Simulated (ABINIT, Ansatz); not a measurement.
# WS2 (P-6m2): from the cell to the phonon bands, part 2 of 3

How does WS2 (P-6m2) vibrate, and is this structure a minimum?

ABINIT 10.8.3; DFT LDA, scalar-relativistic, plane waves, PseudoDojo norm-conserving pseudopotentials.

So far. Step 5 (Zone-centre response): The acoustic modes at Γ come out as far as 0.2 cm⁻¹ from zero, where they should vanish, a small numerical error; the Born charges miss their sum rule by 0.0091 e, which is good.

**6. Modes with the sum rule**

anaddb reads the merged derivatives and imposes the acoustic sum rule.

The input, anaddb.abi:

```
ddb_filepath "gamma_DDB"
output_file "anaddb.abo"
outdata_prefix "anaddb"
asr 1
chneut 1
enunit 2
eivec 1
nph1l 1
qph1l 0.0 0.0 0.0 1.0
dieflag 1
```

The input, mrgddb.in:

```
gamma_DDB
merged
2
dfpt_gammao_DS2_DDB
gso_DDB
```

Command:

```bash
> mrgddb < mrgddb.in > mrgddb.log
> OMP_NUM_THREADS=1 anaddb anaddb.abi > anaddb.log
```

Numbers of over 12 decimals in the logs are rounded to 6 here.

anaddb.abo, the main output file:

```text
-outvars_anaddb: echo values of input variables ----------------------

 Flags :
     dieflag         1
 Miscellaneous information :
      enunit         2
       eivec         1
         asr         1
 Frequency information :
       nfreq         1
       frmin         0.00000000E+00
       frmax         1.00000000E+01
 First list of wavevector (reduced coord.) :
       nph1l         1
       qph1l
                     0.00000000E+00  0.00000000E+00  0.00000000E+00    1.000E+00

================================================================================

 read the DDB information and perform some checks

  ==== Info on the Cryst% object ====
 Real(R)+Recip(G) space primitive vectors, cartesian coordinates (Bohr,Bohr^-1):
 R(1)=  5.9026886  0.0000000  0.0000000  G(1)=  0.1694143  0.0978114  0.0000000
 R(2)= -2.9513443  5.1118783  0.0000000  G(2)=  0.0000000  0.1956228  0.0000000
 R(3)=  0.0000000  0.0000000 30.4245906  G(3)=  0.0000000  0.0000000  0.0328681
 Unit cell volume ucvol=  9.1802629E+02 bohr^3
 Angles (23,13,12)=  9.00000000E+01  9.00000000E+01  1.20000000E+02 degrees
 Time-reversal symmetry is present
 Reduced atomic positions [iatom, xred, symbol]:
    1)    0.3333333  0.6666667  0.5000000   W
    2)    0.6666667  0.3333333  0.5968690   S
    3)    0.6666667  0.3333333  0.4031310   S

 DDB file with 3 blocks has been read.

================================================================================

 Dielectric Tensor and Effective Charges

 anaddb : Zero the imaginary part of the Dynamical Matrix at Gamma,
   and impose the ASR on the effective charges

 The violation of the charge neutrality conditions
 by the effective charges is as follows :
    atom        electric field
 displacement     direction
       1               1       -0.009095        0.000000
       1               2        0.000000        0.000000
       1               3        0.000000        0.000000
       2               1       -0.000000        0.000000
       2               2       -0.009095        0.000000
       2               3        0.000000        0.000000
       3               1        0.000000        0.000000
       3               2        0.000000        0.000000
       3               3        0.000051        0.000000

 Effective charge tensors after
 imposition of the charge neutrality (if requested by user),
 and eventual restriction to some part :
   atom    displacement
         1         1   -7.071846E-01    0.000000E+00    0.000000E+00
         1         2   -4.244670E-16   -7.071846E-01    0.000000E+00
         1         3    0.000000E+00    0.000000E+00   -9.701754E-02
         2         1    3.535923E-01    0.000000E+00    0.000000E+00
         2         2    2.122335E-16    3.535923E-01    0.000000E+00
         2         3    0.000000E+00    0.000000E+00    4.850877E-02
         3         1    3.535923E-01    0.000000E+00    0.000000E+00
         3         2    2.122335E-16    3.535923E-01    0.000000E+00
         3         3    0.000000E+00    0.000000E+00    4.850877E-02
 Now, the imaginary part of the dynamical matrix is zeroed

================================================================================

 Treat the first list of vectors

  Phonon wavevector (reduced coordinates) :  0.00000  0.00000  0.00000
 Phonon energies in Hartree :
   0.000000E+00  0.000000E+00  0.000000E+00  1.365599E-03  1.365599E-03
   1.645835E-03  1.645835E-03  1.920486E-03  2.018353E-03
 Phonon energies in meV     :
-  0.000000E+00  0.000000E+00  0.000000E+00  3.715984E+01  3.715984E+01
-  4.478545E+01  4.478545E+01  5.225909E+01  5.492219E+01
 Phonon frequencies in cm-1    :
-  0.000000E+00  0.000000E+00  0.000000E+00  2.997143E+02  2.997143E+02
-  3.612190E+02  3.612190E+02  4.214979E+02  4.429773E+02
 Phonon frequencies in Thz     :
-  0.000000E+00  0.000000E+00  0.000000E+00  8.985209E+00  8.985209E+00
-  1.082907E+01  1.082907E+01  1.263619E+01  1.328013E+01
 Phonon energies in Kelvin  :
-  0.000000E+00  0.000000E+00  0.000000E+00  4.312220E+02  4.312220E+02
-  5.197136E+02  5.197136E+02  6.064415E+02  6.373455E+02

 Eigendisplacements
 (will be given, for each mode : in cartesian coordinates
   for each atom the real part of the displacement vector,
   then the imaginary part of the displacement vector - absolute values smaller than 1.0d-7 are set to zero)
  Mode number    1   Energy    0.000000E+00
 Attention : low frequency mode.
   (Could be unstable or acoustic mode)
-  1  0.00000000E+00  0.00000000E+00 -1.48733867E-03
-     0.00000000E+00  0.00000000E+00  0.00000000E+00
-  2  0.00000000E+00  0.00000000E+00 -1.48733867E-03
-     0.00000000E+00  0.00000000E+00  0.00000000E+00
-  3  0.00000000E+00  0.00000000E+00 -1.48733867E-03
-     0.00000000E+00  0.00000000E+00  0.00000000E+00
  Mode number    2   Energy    0.000000E+00
 Attention : low frequency mode.
   (Could be unstable or acoustic mode)
-  1  0.00000000E+00 -1.48733868E-03  0.00000000E+00
-     0.00000000E+00  0.00000000E+00  0.00000000E+00
-  2  0.00000000E+00 -1.48733864E-03  0.00000000E+00
-     0.00000000E+00  0.00000000E+00  0.00000000E+00
-  3  0.00000000E+00 -1.48733864E-03  0.00000000E+00
-     0.00000000E+00  0.00000000E+00  0.00000000E+00
  Mode number    3   Energy    0.000000E+00
 Attention : low frequency mode.
   (Could be unstable or acoustic mode)
-  1  1.48733868E-03  0.00000000E+00  0.00000000E+00
-     0.00000000E+00  0.00000000E+00  0.00000000E+00
-  2  1.48733864E-03  0.00000000E+00  0.00000000E+00
-     0.00000000E+00  0.00000000E+00  0.00000000E+00
-  3  1.48733864E-03  0.00000000E+00  0.00000000E+00
-     0.00000000E+00  0.00000000E+00  0.00000000E+00
  Mode number    4   Energy    1.365599E-03
-  1  0.00000000E+00  0.00000000E+00  0.00000000E+00
-     0.00000000E+00  0.00000000E+00  0.00000000E+00
-  2  2.92470830E-03  0.00000000E+00  0.00000000E+00
-     0.00000000E+00  0.00000000E+00  0.00000000E+00
-  3 -2.92470830E-03  0.00000000E+00  0.00000000E+00
-     0.00000000E+00  0.00000000E+00  0.00000000E+00
  Mode number    5   Energy    1.365599E-03
-  1  0.00000000E+00  0.00000000E+00  0.00000000E+00
-     0.00000000E+00  0.00000000E+00  0.00000000E+00
-  2  0.00000000E+00  2.92470830E-03  0.00000000E+00
-     0.00000000E+00  0.00000000E+00  0.00000000E+00
-  3  0.00000000E+00 -2.92470830E-03  0.00000000E+00
-     0.00000000E+00  0.00000000E+00  0.00000000E+00
  Mode number    6   Energy    1.645835E-03
-  1  8.78446743E-04  0.00000000E+00  0.00000000E+00
-     0.00000000E+00  0.00000000E+00  0.00000000E+00
-  2 -2.51828163E-03  0.00000000E+00  0.00000000E+00
-     0.00000000E+00  0.00000000E+00  0.00000000E+00
-  3 -2.51828163E-03  0.00000000E+00  0.00000000E+00
-     0.00000000E+00  0.00000000E+00  0.00000000E+00
  Mode number    7   Energy    1.645835E-03
-  1  0.00000000E+00  8.78446743E-04  0.00000000E+00
-     0.00000000E+00  0.00000000E+00  0.00000000E+00
-  2  0.00000000E+00 -2.51828163E-03  0.00000000E+00
-     0.00000000E+00  0.00000000E+00  0.00000000E+00
-  3  0.00000000E+00 -2.51828163E-03  0.00000000E+00
-     0.00000000E+00  0.00000000E+00  0.00000000E+00
  Mode number    8   Energy    1.920486E-03
;  1  0.00000000E+00  0.00000000E+00  0.00000000E+00
;     0.00000000E+00  0.00000000E+00  0.00000000E+00
;  2  0.00000000E+00  0.00000000E+00  2.92470830E-03
;     0.00000000E+00  0.00000000E+00  0.00000000E+00
;  3  0.00000000E+00  0.00000000E+00 -2.92470830E-03
;     0.00000000E+00  0.00000000E+00  0.00000000E+00
  Mode number    9   Energy    2.018353E-03
;  1  0.00000000E+00  0.00000000E+00  8.78446757E-04
;     0.00000000E+00  0.00000000E+00  0.00000000E+00
;  2  0.00000000E+00  0.00000000E+00 -2.51828162E-03
;     0.00000000E+00  0.00000000E+00  0.00000000E+00
;  3  0.00000000E+00  0.00000000E+00 -2.51828162E-03
;     0.00000000E+00  0.00000000E+00  0.00000000E+00

 Analysis of degeneracies and characters (maximum tolerance=1.00E-06 a.u.)
 For each vibration mode, or group of modes if degenerate,
 the characters are given for each symmetry operation (see the list in the log file).
 Symmetry characters of vibration mode #   1
       degenerate with vibration modes #   2 to    3
  3.0 -1.0 -2.0  1.0  0.0 -1.0  1.0  1.0  0.0 -1.0 -2.0  1.0
 Symmetry characters of vibration mode #   4
        degenerate with vibration mode #   5
  2.0  0.0  1.0 -0.0 -1.0 -0.0 -2.0 -0.0 -1.0  0.0  1.0  0.0
 Symmetry characters of vibration mode #   6
        degenerate with vibration mode #   7
  2.0  0.0 -1.0 -0.0 -1.0 -0.0  2.0  0.0 -1.0 -0.0 -1.0 -0.0
 Symmetry characters of vibration mode #   8
  1.0  1.0  1.0  1.0  1.0  1.0  1.0  1.0  1.0  1.0  1.0  1.0
 Symmetry characters of vibration mode #   9
  1.0 -1.0 -1.0  1.0  1.0 -1.0 -1.0  1.0  1.0 -1.0 -1.0  1.0

================================================================================

 Mode effective charges
 Mode number.    x            y            z            length
-     1         -0.000000     0.000000     0.000000     0.000000
-     2         -0.000000     0.000000    -0.000000     0.000000
-     3         -0.000000    -0.000000    -0.000000     0.000000
-     4         -0.000000     0.000000     0.000000     0.000000
-     5          0.000000     0.000000     0.000000     0.000000
-     6         -0.654861     0.000000     0.000000     0.654861
-     7         -0.000000    -0.654861     0.000000     0.654861
;     8          0.000000     0.000000     0.000000     0.000000
;     9         -0.000000    -0.000000    -0.089839     0.089839

 Oscillator strengths (in a.u. ; 1 a.u.=253.2638413 m3/s2). Set to zero if abs()<tol14.
 Mode number.       xx          yy          zz          xy          xz          yz          trace
-   1     Real    0.0000E+00  0.0000E+00  0.0000E+00  0.0000E+00  0.0000E+00  0.0000E+00  0.0000E+00
-         Imag    0.0000E+00  0.0000E+00  0.0000E+00  0.0000E+00  0.0000E+00  0.0000E+00
-   2     Real    0.0000E+00  0.0000E+00  0.0000E+00  0.0000E+00  0.0000E+00  0.0000E+00  0.0000E+00
-         Imag    0.0000E+00  0.0000E+00  0.0000E+00  0.0000E+00  0.0000E+00  0.0000E+00
-   3     Real    0.0000E+00  0.0000E+00  0.0000E+00  0.0000E+00  0.0000E+00  0.0000E+00  0.0000E+00
-         Imag    0.0000E+00  0.0000E+00  0.0000E+00  0.0000E+00  0.0000E+00  0.0000E+00
-   4     Real    0.0000E+00  0.0000E+00  0.0000E+00  0.0000E+00  0.0000E+00  0.0000E+00  0.0000E+00
-         Imag    0.0000E+00  0.0000E+00  0.0000E+00  0.0000E+00  0.0000E+00  0.0000E+00
-   5     Real    0.0000E+00  0.0000E+00  0.0000E+00  0.0000E+00  0.0000E+00  0.0000E+00  0.0000E+00
-         Imag    0.0000E+00  0.0000E+00  0.0000E+00  0.0000E+00  0.0000E+00  0.0000E+00
-   6     Real    5.7702E-06  0.0000E+00  0.0000E+00 -4.0134E-12  0.0000E+00  0.0000E+00  5.7702E-06
-         Imag    0.0000E+00  0.0000E+00  0.0000E+00  0.0000E+00  0.0000E+00  0.0000E+00
-   7     Real    0.0000E+00  5.7702E-06  0.0000E+00  4.0134E-12  0.0000E+00  0.0000E+00  5.7702E-06
-         Imag    0.0000E+00  0.0000E+00  0.0000E+00  0.0000E+00  0.0000E+00  0.0000E+00
;   8     Real    0.0000E+00  0.0000E+00  0.0000E+00  0.0000E+00  0.0000E+00  0.0000E+00  0.0000E+00
;         Imag    0.0000E+00  0.0000E+00  0.0000E+00  0.0000E+00  0.0000E+00  0.0000E+00
;   9     Real    0.0000E+00  0.0000E+00  1.0860E-07  0.0000E+00  0.0000E+00  0.0000E+00  1.0860E-07
;         Imag    0.0000E+00  0.0000E+00  0.0000E+00  0.0000E+00  0.0000E+00  0.0000E+00

 Electronic dielectric tensor
      5.83989590      0.00000000     -0.00000000
      0.00000000      5.83989590     -0.00000000
     -0.00000000     -0.00000000      1.46598562

 Relaxed ion dielectric tensor
      5.86905468      0.00000000      0.00000000
      0.00000000      5.86905468      0.00000000
      0.00000000      0.00000000      1.46635053

 Frequency dependent dielectric constant:

 Full dielectric tensor at frequency  0.0000E+00 Hartree
      5.86905468      0.00000000      0.00000000
      0.00000000      5.86905468      0.00000000
      0.00000000      0.00000000      1.46635053

-
```

Run time: 0.63 s. Hardware: 1 thread of AMD EPYC 9R45, shared host.

No LO-TO term; unit eigenvectors of the mass-weighted matrix, from anaddb's displacements. The modes at Γ (shares of kinetic energy by element, %):

```tsv
mode	frequency (cm⁻¹)	W %	S %
1	0.0	74	26
2	0.0	74	26
3	0.0	74	26
4	299.7	0	100
5	299.7	0	100
6	361.2	26	74
7	361.2	26	74
8	421.5	0	100
9	443.0	26	74
```

Displacements in mode 5 (299.7 cm⁻¹), the largest set to 1:
```
W1   0.00  0.00  0.00
S2   0.00  1.00  0.00
S3   0.00 -1.00  0.00
```

Displacements in mode 7 (361.2 cm⁻¹), the largest set to 1:
```
W1   0.00  0.35  0.00
S2   0.00 -1.00  0.00
S3   0.00 -1.00  0.00
```

The cell holds one sheet and vacuum: ε∞ is an average over the 16.1 Å of the cell, and it and the Born charges along c change with that height.

The rule moves no optical mode by more than 0.1 cm⁻¹.

**7. Phonons on a q mesh**

Linear response treats each wavevector in the unit cell, with no supercell; the 3×3×1 mesh fixes the range of the force constants to be had.

The input, dfpt_q.abi:

```
ndtset 2

# wavevectors
qpt1 0.3333333333 0.0 0.0
qpt2 0.3333333333 0.3333333333 0.0

# displacements
getwfk_filepath "gso_WFK"
getwfq_filepath "gso_WFK"
kptopt 3
nqpt 1
rfphon 1
rfatpol 1 3
rfdir 1 1 1
tolvrs 1.0d-10
prtwf 0

# basis, mesh and filling
ecut 29.0
ngkpt 9 9 1
nshiftk 1
shiftk 0.0 0.0 0.0
istwfk *1
occopt 1
nband 13
nstep 100
diemac 9.0
prtebands 0
prtgsr 0
useylm 1

# cell and atoms
acell 3*1.0 Angstrom
rprim 
    3.123568284 0.0 0.0
    -1.561784142 2.705089484 0.0
    0.0 0.0 16.10000001
ntypat 2
znucl 74 16
natom 3
typat 1 2 2
xred 
    1/3 2/3 0.5
    2/3 1/3 0.5968690167
    2/3 1/3 0.4031309833
pp_dirpath "./pseudo"
pseudos "W.upf, S.upf"
```

Command:

```bash
> OMP_NUM_THREADS=1 mpirun -n 8 abinit dfpt_q.abi > dfpt_q.log
```

dfpt_q.abo, the main output file:

```text
[banners, grids, parts of the stress and lines that vanish by symmetry left out]
- input  file    -> dfpt_q.abi
- output file    -> dfpt_q.abo
- root for input  files -> dfpt_qi
[...]
DATASET    1 : space group P-6 m 2 (#187); Bravais hP (primitive hexag.)
[...]
nfft =      135000          nkpt =          81
[...]
DATASET    2 : space group P-6 m 2 (#187); Bravais hP (primitive hexag.)
[...]
nfft =      135000          nkpt =          81
[...]
== DATASET  1 ==================================================================
[...]
cutoff_energies: {ecut:  29.0, pawecutdg:  -1.0, }
[...]
Perturbation : displacement of atom   1   along direction   1
[...]
-ETOT  1   14.110503164991     -2.089E+03 6.331E+00 4.636E+04
 ETOT  2   11.063033032928     -3.047E+00 5.146E-01 2.466E+03
 ETOT  3   11.457163430067      3.941E-01 2.174E-02 5.597E+03
 ETOT  4   10.619380328004     -8.378E-01 7.480E-03 4.025E+01
 ETOT  5   10.606037907118     -1.334E-02 3.320E-04 2.970E+00
[...]
At SCF step   23       vres2   =  3.72E-11 < tolvrs=  1.00E-10 =>converged.
[...]
Perturbation : displacement of atom   1   along direction   2
[...]
-ETOT  1   12.551130065374     -1.857E+03 6.106E+00 4.256E+04
[...]
At SCF step   17       vres2   =  1.77E-11 < tolvrs=  1.00E-10 =>converged.
[...]
Perturbation : displacement of atom   1   along direction   3
[...]
-ETOT  1   367.27088227334     -5.261E+04 1.397E+02 2.006E+06
[...]
At SCF step   20       vres2   =  1.01E-11 < tolvrs=  1.00E-10 =>converged.
[...]
Perturbation : displacement of atom   2   along direction   1
[...]
-ETOT  1   5.684437     -2.748E+02 4.367E-01 8.553E+03
[...]
At SCF step   24       vres2   =  3.32E-11 < tolvrs=  1.00E-10 =>converged.
[...]
Perturbation : displacement of atom   2   along direction   2
[...]
-ETOT  1   4.778344     -2.329E+02 3.947E-01 7.711E+03
[...]
Perturbation : displacement of atom   2   along direction   3
[...]
-ETOT  1   190.54705042384     -6.984E+03 2.023E+01 5.059E+05
[...]
Phonon wavevector (reduced coordinates) :  0.33333  0.00000  0.00000
 Phonon energies in Hartree :
[...]
Phonon frequencies in cm-1    :
-  1.099867E+02  1.178132E+02  1.678869E+02  3.203301E+02  3.509232E+02
-  3.523092E+02  3.641960E+02  3.819497E+02  4.132431E+02
[...]
== DATASET  2 ==================================================================
[...]
cutoff_energies: {ecut:  29.0, pawecutdg:  -1.0, }
[...]
Perturbation : displacement of atom   1   along direction   1
[...]
-ETOT  1   14.327636707706     -2.042E+03 6.412E+00 4.406E+04
[...]
Perturbation : displacement of atom   1   along direction   3
[...]
-ETOT  1   352.47865244362     -5.096E+04 1.395E+02 2.048E+06
[...]
Perturbation : displacement of atom   2   along direction   1
[...]
-ETOT  1   5.952023     -2.660E+02 4.079E-01 8.561E+03
[...]
At SCF step   22       vres2   =  1.19E-11 < tolvrs=  1.00E-10 =>converged.
[...]
Perturbation : displacement of atom   2   along direction   3
[...]
-ETOT  1   172.70750485369     -6.696E+03 2.267E+01 4.113E+05
[...]
ETOT 20   146.65134245582     -5.912E-11 5.351E-14 1.589E-10
 ETOT 21   146.65134245580     -2.819E-11 1.380E-14 7.727E-12
 At SCF step   21       vres2   =  7.73E-12 < tolvrs=  1.00E-10 =>converged.
[...]
Phonon wavevector (reduced coordinates) :  0.33333  0.33333  0.00000
 Phonon energies in Hartree :
[...]
Phonon frequencies in cm-1    :
-  1.457046E+02  1.481374E+02  1.862899E+02  3.425897E+02  3.539934E+02
-  3.571981E+02  3.629145E+02  3.677097E+02  3.981992E+02
[...]
strten1     0.0000000000E+00  0.0000000000E+00  0.0000000000E+00
           strten2     0.0000000000E+00  0.0000000000E+00  0.0000000000E+00
================================================================================
```

Wall time 5.1 min (8 MPI ranks); 41 min of CPU time.

Read from the output:

```
lowest mode on the q mesh (acoustic ones at the zone centre apart) : 110.0 cm⁻¹
```

Frequencies (cm⁻¹) before the sum rule at the irreducible wavevectors but Γ, which is solved apart; negative means imaginary. Frequencies by wavevector:

```tsv
q (fractions)	star	mode 1	mode 2	mode 3	mode 4	mode 5	mode 6	mode 7	mode 8	mode 9
0.3333 0 0	6	110	117.8	167.9	320.3	350.9	352.3	364.2	381.9	413.2
0.3333 0.3333 0	2	145.7	148.1	186.3	342.6	354	357.2	362.9	367.7	398.2
```

(Part 2 of 3 ends here.)

[Host names and launcher messages were left out of these logs when they were recorded.]

[Logs are printed without paths, hosts, clocks, repeated set-up lines and the standing remarks that a program may print on its own settings, such as how far it seeks lower states.]

[Hosts, paths, dates, database ids (printed as entryN), source tags and the programs' standing remarks are cut or masked in the printed files.]
